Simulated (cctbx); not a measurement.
# A crystallographic session in cctbx: YbTeIO3

Library: cctbx 2025.11.

## 1. Energy scan

run.py:

```python
from cctbx import adptbx, crystal, miller, xray
from cctbx.array_family import flex
from cctbx.eltbx import sasaki

cs = crystal.symmetry(unit_cell=(7.841, 7.465, 9.729, 90, 90, 90), space_group_symbol='Hall: -P 2ac 2n')  # Pnma
atoms = [  # label, site, U (iso, or U11 U22 U33 U12 U13 U23 in A^2), occupancy
    ("Yb1", (0.9108, 0.75, 0.5391), (0.0052, 0.0051, 0.0055, 0.0000, -0.0000, 0.0000), 1),
    ("I1", (0.5655, 0.75, 0.6862), (0.0065, 0.0060, 0.0057, 0.0000, 0.0001, 0.0000), 1),
    ("Te1", (0.8204, 0.75, 0.1289), (0.0079, 0.0070, 0.0075, 0.0000, 0.0001, 0.0000), 1),
    ("O1", (0.7533, 0.75, 0.3279), (0.0134, 0.0122, 0.0103, 0.0000, -0.0004, 0.0000), 1),
    ("O2", (0.3575, 0.4405, 0.9312), (0.0145, 0.0150, 0.0164, -0.0018, 0.0014, -0.0020), 1),
]
xs = xray.structure(crystal_symmetry=cs)
for label, site, u, occ in atoms:
    u = adptbx.u_cif_as_u_star(cs.unit_cell(), u) if isinstance(u, tuple) else u
    xs.add_scatterer(xray.scatterer(label, site=site, u=u, occupancy=occ))
hkl = [(1, 1, 1), (1, 0, 2), (1, 0, 3), (0, 0, 2)]
ms = miller.set(cs, flex.miller_index(hkl + [tuple(-v for v in h) for h in hkl]), anomalous_flag=True)
print("E (eV)    f'(Yb)   f''   " + "".join("%16s" % ("|F|" + " ".join(map(str, h))) for h in hkl))
for e in [8344, 8694, 8824, 8884, 8914, 8929, 8936, 8940, 8948, 8952, 8959, 8974, 9004, 9094, 9344]:
    xs.set_inelastic_form_factors(12398.42 / e, "sasaki")
    t = sasaki.table("Yb").at_ev(e)
    f = flex.abs(ms.structure_factors_from_scatterers(xs, algorithm="direct").f_calc().data())
    n = len(hkl)
    print("%7.0f %7.2f %6.2f  " % (e, t.fp(), t.fdp()) + "".join("%9.1f/%6.1f" % (f[k], f[k + n]) for k in range(n)))
```

```console
$ python run.py
```

```text
E (eV)    f'(Yb)   f''           |F|1 1 1        |F|1 0 2        |F|1 0 3        |F|0 0 2
   8344   -8.58   4.18       28.1/  28.1    287.9/ 287.9    345.4/ 345.4     78.2/  78.2
   8694  -10.46   3.91       24.1/  24.1    286.1/ 286.1    340.9/ 340.9     71.3/  71.3
   8824  -12.06   3.82       20.8/  20.8    284.5/ 284.5    337.0/ 337.0     65.6/  65.6
   8884  -13.45   3.78       18.0/  18.0    283.2/ 283.2    333.6/ 333.6     60.7/  60.7
   8914  -14.91   3.76       15.0/  15.0    281.7/ 281.7    330.0/ 330.0     55.6/  55.6
   8929  -16.38   3.75       12.0/  12.0    280.3/ 280.3    326.4/ 326.4     50.4/  50.4
   8936  -17.72   3.74        9.3/   9.3    278.9/ 278.9    323.1/ 323.1     45.7/  45.7
   8940  -19.17   3.74        6.4/   6.4    277.5/ 277.5    319.5/ 319.5     40.6/  40.6
   8948  -19.35  10.54       13.3/  13.3    278.1/ 278.1    321.4/ 321.4     44.7/  44.7
   8952  -17.79  10.53       15.0/  15.0    279.7/ 279.7    325.2/ 325.2     49.6/  49.6
   8959  -16.39  10.51       16.8/  16.8    281.0/ 281.0    328.6/ 328.6     54.1/  54.1
   8974  -14.86  10.47       19.1/  19.1    282.6/ 282.6    332.3/ 332.3     59.1/  59.1
   9004  -13.32  10.39       21.6/  21.6    284.1/ 284.1    336.1/ 336.1     64.1/  64.1
   9094  -11.38  10.17       24.9/  24.9    286.0/ 286.0    340.7/ 340.7     70.4/  70.4
   9344   -9.48   9.59       28.1/  28.1    287.8/ 287.8    345.2/ 345.2     76.5/  76.5
```

Run time: 0.3 s on 1 thread of Arm Neoverse N1, on a shared host, peak memory 0.07 GiB.

[Logs are printed without paths, hosts, clocks, repeated set-up lines and the standing remarks that a program may print on its own settings, such as how far it seeks lower states.]
